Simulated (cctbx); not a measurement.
**Symmetry from intensities**

Cell: a = 12.6560 Å, b = 23.3440 Å, c = 7.1850 Å, α = 90.00°, β = 90.00°, γ = 90.00°. Expected content of the cell: Sn16 Fe8 S48 Na16.

Simulated single-crystal data (cctbx): Mo Kα, λ = 0.71073 Å, to d = 0.84 Å, 50 % of the full sphere, strongest reflection 20000 counts, noise from counting, a 2 % proportional error and a noise floor of 15 counts (s.d.); no absorption.

A first pass over the reflections prints:

```text
7468 reflections to d = 0.840 A
centring   violations  <I/sigma> of those
    A          0 of  3742      0.0
    B          0 of  3768      0.0
    C          0 of  3712     -0.0
    I        877 of  3761      6.6
    R       1127 of  4956      6.2
    F          0 of  5611      0.0
Laue class    unique    Rint  (classes that these axes allow; Friedel mates merged)
F m m m           535   0.024
space group    extra absences  I>4sigma  <I/sigma>
F 2 2 2                 0          0         -  acentric
F m m 2                 0          0         -  acentric
F 2 m m                 0          0         -  acentric
F m 2 m                 0          0         -  acentric
F d d 2                63          0       0.2  acentric
F m m m                 0          0         -  centric
Wilson B = 0.31 A^2   <|E^2-1|> = 0.703 (0.968 centric, 0.736 acentric)   E^2>4: 1.3 %
shell (A)         n   <I/sigma>
11.67 - 1.68     75     44.1
 1.68 - 1.33     68     48.1
 1.33 - 1.17     68     35.3
 1.17 - 1.06     64     40.0
 1.06 - 0.98     69     38.4
 0.98 - 0.93     65     33.7
 0.93 - 0.88     62     33.3
 0.88 - 0.84     64     36.8
```

**Question.** What are the lattice type, the Laue class and the likely space group?

The reflections that A, B, C and F centring forbids are absent (⟨I/σ⟩ near 0), so the lattice is F. F holds A, B and C together.

Only F m m m fits these axes (Rint 0.024); a search for a hidden higher lattice was not made.

6 settings pass the absence test. The most absences obeyed, 63, belong to F d d 2 alone.

⟨|E²−1|⟩ = 0.703 leans to a non-centrosymmetric structure. The Wilson B of 0.31 Å² means U ≈ 0.0039 Å².

The true group is Fdd2 (no. 43), Laue class mmm, non-centrosymmetric. The tables fix it.

The model is made up (kin elements in a known structure type, no relaxation), so it says nothing on whether the phase exists.

[Logs are printed without paths, hosts, clocks, repeated set-up lines and the standing remarks that a program may print on its own settings, such as how far it seeks lower states.]
